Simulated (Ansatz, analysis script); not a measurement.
# Free-standing triangular Ni monolayer, spacing 2.976 Å: E(q) by the generalised Bloch theorem

Wanted: E(q) and the moments of a free-standing triangular Ni monolayer, spacing 2.976 Å along a path through the zone.

Calculated with Ansatz 0.2.0; LDA, PAW set soft_1 (files made for PBE).

Report form: the programs' logs are mostly left out.

## (1) Starting point

The cell holds 1 atom: 1 Ni. Cell: a = 2.976 Å, b = 2.976 Å, c = 14.000 Å, α = 90.0°, β = 90.0°, γ = 120.0°. An idealised lattice of chosen spacing, in vacuum. Vacuum lies along c.

## (2) Starting state

The work starts on two spin channels, which tell the size of the moments.

File input.yaml:

```yaml
crystal:
  lattice:
    - [2.976, 0.0, 0.0]
    - [-1.488, 2.577292, 0.0]
    - [0.0, 0.0, 14.0]
  atoms:
    - { symbol: Ni, position: [0.0, 0.0, 0.5], spin: 1.0 }
magnetization:
  spin_polarized: true
kpoints:
  mp_grid: { grid: [7, 7, 1] }
hamiltonian:
  xc: lda
  pseudopotentials: { kind: paw, azcp: { folder: soft_1 }, xc_functional: pbe }
scf:
  occupations: { method: fermi_dirac, width: 0.1 }
  max_iter: 120
  convergence: { dr2_threshold: 1.0e-08 }
  lower_state_search: "off"
output:
  write_density: true
  write_potential: true
  elf: true
  volumetric_format: npy
```

Launch:

```
> ansatz run input.yaml --threads 4 --pin off --max-ram 8192MiB --backend cpu --events-out ev --progress --plain --runs-dir out
```

Run time: 0.94 s. Hardware: 4 threads of Arm Neoverse V2, shared host; peak memory 0.29 GiB; 2.8 s of CPU time.

Spin moment in the atom's sphere by atom:

```tsv
atom	spin moment in the atom's sphere (μB)
Ni1	0.851
```

The run ends ferromagnetic, with a net moment of 0.794 μB a cell. With one Ni atom carrying the moment, parallel order of its images is forced by the cell, not found.

Spin density in the ca plane at fractional y = 0.000, with atoms of Ni within 0.2 Å of it.

Ten even steps from '0' (0.0 e/Å³) to '9' (2.7 e/Å³), each cell a mean:
```
0000000000000000000351000000000000000000
0000000000000000000000000000000000000000
0000000000000000000000000000000000000000
0000000000000000000000000000000000000000
0000000000000000000000000000000000000000
0000000000000000000000000000000000000000
0000000000000000000120000000000000000000
0000000000000000000592000000000000000000
```
Columns run along c (14.0 Å), rows up along a (3.0 Å). Atoms in or near the plane, at fractional coordinates: Ni at (0.50, 0.00).

Valence density in the ca plane at fractional y = 0.000, with atoms of Ni within 0.2 Å of it. It is the smooth field of the valence electrons, not physical close to the nuclei.

Ten steps, logarithmic in the rise over the least value, from '0' (0 e/Å³) to '9' (48 e/Å³), each cell a mean:
```
0000000000000000014786200000000000000000
0000000000000000001342100000000000000000
0000000000000000000110000000000000000000
0000000000000000000000000000000000000000
0000000000000000000000000000000000000000
0000000000000000001221000000000000000000
0000000000000000003564100000000000000000
0000000000000000014897300000000000000000
```
Columns run along c (14.0 Å), rows up along a (3.0 Å). Atoms in or near the plane, at fractional coordinates: Ni at (0.50, 0.00).

ELF in the ca plane at fractional y = 0.000, with atoms of Ni within 0.2 Å of it. It is the smooth field of the valence electrons, not physical close to the nuclei.

Ten even steps from '0' (0.00) to '9' (0.96), each cell a mean:
```
0000000000000001112685211100000000000000
0000000000000001111232111000000000000000
0000000000000001111111111000000000000000
0000000000000000122222211000000000000000
0000000000000000112212211000000000000000
0000000000000001111111111000000000000000
0000000000000001112453111100000000000000
0000000000000001113896211100000000000000
```
Columns run along c (14.0 Å), rows up along a (3.0 Å). Atoms in or near the plane, at fractional coordinates: Ni at (0.50, 0.00).

## (3) Denser mesh

Levels at the Fermi energy are partly filled, so moments and energy differences can hang on the k-mesh, and the state is solved again on a denser one.

input.yaml, the sections that differ from step 2:

```yaml
crystal:
  lattice:
    - [2.976, 0.0, 0.0]
    - [-1.488, 2.577292, 0.0]
    - [0.0, 0.0, 14.0]
  atoms:
    - { symbol: Ni, position: [0.0, 0.0, 0.5], spin: 0.85 }
kpoints:
  mp_grid: { grid: [21, 21, 1] }
basis:
  ecutwfc: 420.0
checkpoint:
  read: start
  write: ck
  compress: false
  write_wavefunctions: false
  write_every: 100000
# magnetization, hamiltonian, scf: as in step 2
# output: removed
```

It took 2.1 s on 4 threads; peak memory 0.39 GiB; 7.6 s of CPU time.

Spin moment in the atom's sphere by atom:

```tsv
atom	spin moment in the atom's sphere (μB)
Ni1	0.987
```

The run ends ferromagnetic, with a net moment of 0.956 μB a cell, against 0.794 μB on the first mesh.

Each spiral starts from these moments, tilted 90° from the rotation axis z (a flat spiral); sizes are free, while the program holds flat spirals in their plane. Spin–orbit coupling is switched off, so the energy does not depend on how the axis lies in the crystal. The folder named start holds the saved collinear state, from which each run begins.

The runs on spinors take the mesh 24×24×1.

## (4) q = (0, 0, 0)

The reference is the same input at q = 0, so that basis and exchange-correlation form match those at other q. Every q is chosen so that q/2 is a mesh vector: every spiral then samples the k-points of q = 0, and much mesh noise cancels.

input.yaml, the sections that differ from step 3:

```yaml
crystal:
  lattice:
    - [2.976, 0.0, 0.0]
    - [-1.488, 2.577292, 0.0]
    - [0.0, 0.0, 14.0]
  atoms:
    - { symbol: Ni, position: [0.0, 0.0, 0.5], spin: 0.99, spin_axis: [1.0, 0.0, 0.0] }
kpoints:
  mp_grid: { grid: [24, 24, 1] }
magnetization:
  noncollinear: true
  spin_spiral: { q: [0.0, 0.0, 0.0] }
checkpoint:
  read: start
# hamiltonian, scf, basis: as in step 3
```

Launch:

```
> ansatz run input.yaml --threads 1 --pin off --max-ram 2048MiB --backend cpu --events-out ev --progress --plain --runs-dir out
```

It took 22 s on 1 thread; peak memory 0.56 GiB.

The largest moment is 0.983 μB, against 0.987 μB in the collinear run.

## (5) q = (0.083, 0, 0)

Only q changes. The cell stays that of the crystal, since the generalised Bloch theorem carries the rotation from cell to cell.

Changes to input.yaml since step 4:

```diff
@@ -21,3 +21,3 @@
   noncollinear: true
-  spin_spiral: { q: [0.0, 0.0, 0.0] }
+  spin_spiral: { q: [0.08333333, 0.0, 0.0] }
 checkpoint:
```

Wall time 1.7 min (1 thread); peak memory 0.95 GiB.

The energy of the cell lies 4.10 meV above that at q = 0, and the largest moment is 0.983 μB against 0.983 μB.

## (6) q = (0.083, 0.083, 0)

Changes to input.yaml since step 5:

```diff
@@ -21,3 +21,3 @@
   noncollinear: true
-  spin_spiral: { q: [0.08333333, 0.0, 0.0] }
+  spin_spiral: { q: [0.08333333, 0.08333333, 0.0] }
 checkpoint:
```

Run time: 86 s. Hardware: 1 thread; peak memory 0.95 GiB.

The energy of the cell lies 11.6 meV above that at q = 0, and the largest moment is 0.977 μB against 0.983 μB.

## (7) q = (0.333, 0, 0)

Changes to input.yaml since step 6:

```diff
@@ -21,3 +21,3 @@
   noncollinear: true
-  spin_spiral: { q: [0.08333333, 0.08333333, 0.0] }
+  spin_spiral: { q: [0.33333333, 0.0, 0.0] }
 checkpoint:
```

The job ended after 96 s (1 thread; peak memory 0.97 GiB).

The energy of the cell lies 41.8 meV above that at q = 0, and the largest moment is 0.916 μB against 0.983 μB.

## (8) q = (0.5, 0, 0)

Changes to input.yaml since step 7:

```diff
@@ -21,3 +21,3 @@
   noncollinear: true
-  spin_spiral: { q: [0.33333333, 0.0, 0.0] }
+  spin_spiral: { q: [0.5, 0.0, 0.0] }
 checkpoint:
```

The job ended after 2.1 min (1 thread; peak memory 0.99 GiB).

The energy of the cell lies 52.1 meV above that at q = 0, and the largest moment is 0.882 μB against 0.983 μB.

The other 7 runs of this kind were made alike; their results stand in the table below.

## (9) Another try

A test of how the program answers to a changed input.

input.yaml, the sections that differ from step 8:

```yaml
scf:
  occupations: { method: fermi_dirac, width: 0.1 }
  max_iter: 60
  convergence: { dr2_threshold: 1.0e-08 }
  lower_state_search: "off"
magnetization:
  noncollinear: true
  spin_spiral: { q: [1.5, 0, 0] }
# crystal, kpoints, hamiltonian, basis: as in step 8
# checkpoint: removed
```

Launch:

```
> ansatz run input.yaml --threads 4 --pin off --max-ram 8192MiB --backend cpu --events-out ev --progress --plain --runs-dir out
```

Wall time 0.02 s (4 threads); peak memory 0.032 GiB.

The input was rejected at the start.

The program's message: “Error: invalid value for `magnetization.spin_spiral.q`: must have each fraction of a reciprocal vector in [−1, 1]; got [1.5, 0.0, 0.0]”

The change that led to it: magnetization = {"spin_spiral": {"q": [1.5, 0, 0]}}.

## (10) Analysis

```tsv
q (reciprocal lattice)	path length (1/Å)	E(q) − E(0) (meV a magnetic atom)	|m| Ni no. 1 (μB)
(0, 0, 0)	0.000	0.00	0.98
(0.083, 0, 0)	0.203	4.10	0.98
(0.167, 0, 0)	0.406	14.82	0.97
(0.333, 0, 0)	0.813	41.80	0.92
(0.417, 0, 0)	1.016	49.92	0.89
(0.5, 0, 0)	1.219	52.10	0.88
(0.417, 0.083, 0)	1.422	52.49	0.88
(0.417, 0.25, 0)	1.828	53.78	0.89
(0.333, 0.333, 0)	2.032	53.47	0.89
(0.25, 0.25, 0)	2.383	50.87	0.90
(0.167, 0.167, 0)	2.735	35.12	0.94
(0.083, 0.083, 0)	3.087	11.57	0.98
(0, 0, 0)	3.439	0.00	0.98
```

## (11) Exchange couplings from E(q)

For rigid moments E(q) is a sum of cosines over neighbour shells, so a fit gives the couplings, and from them an ordering temperature.

E = −Σ J e·e over ordered pairs (each pair twice, J > 0 for parallel moments) is fitted to 11 points (copies by symmetry counted).

The fitted shells:

```tsv
pair	distance (Å)	neighbours a magnetic atom	J (meV)
Ni-Ni	2.976	6	6.027
Ni-Ni	5.155	6	0.641
Ni-Ni	5.952	6	0.0647
Ni-Ni	7.874	12	-0.0562
Ni-Ni	8.928	6	0.011
```

Read from the output:

* r.m.s. miss of the fit: 0.2605 meV
* ordering temperature, mean field: 307.8 K
* wavevector of the mean-field order: 0, 0, 0 reciprocal lattice

## (12) Outcome

- lowest point of the path: q = 0
- highest point: 53.8 meV a magnetic atom
- J of the nearest shell: 6.03 meV
- mean-field temperature: 308 K

**Reading.** No spiral that was run lies below the ferromagnetic state at q = 0, and winding the moments costs up to 53.8 meV a magnetic atom. The moments change by at most 11 % from their size at q = 0, a modest change. The fit misses by 0.48 % of the energy range, so the shells describe the path well, though few points can't fix distant couplings. In a sheet or chain isotropic couplings alone give no order above 0 K (Mermin and Wagner), so the mean-field number is only an energy scale. The temperatures are those of classical unit spins, and mean field runs high. The 12 spiral runs took 22 min of wall time, added up. Energies are free energies at a smearing of 0.1 eV, and with partly filled levels differences shift, at times strongly, as the smearing goes to zero. The cell was taken as built, with atoms unrelaxed. In doubt: the program's search for lower states was switched off, so a lower magnetic state than those reached may exist.

[Logs and program files are shortened in this print: banners, set-up blocks, solver, clock and traceback lines can be left out without a mark of their own.]

[Logs are printed without paths, hosts, clocks, repeated set-up lines and the standing remarks that a program may print on its own settings, such as how far it seeks lower states.]

[Hosts, paths, dates, database ids (printed as entryN), source tags and the programs' standing remarks are cut or masked in the printed files.]
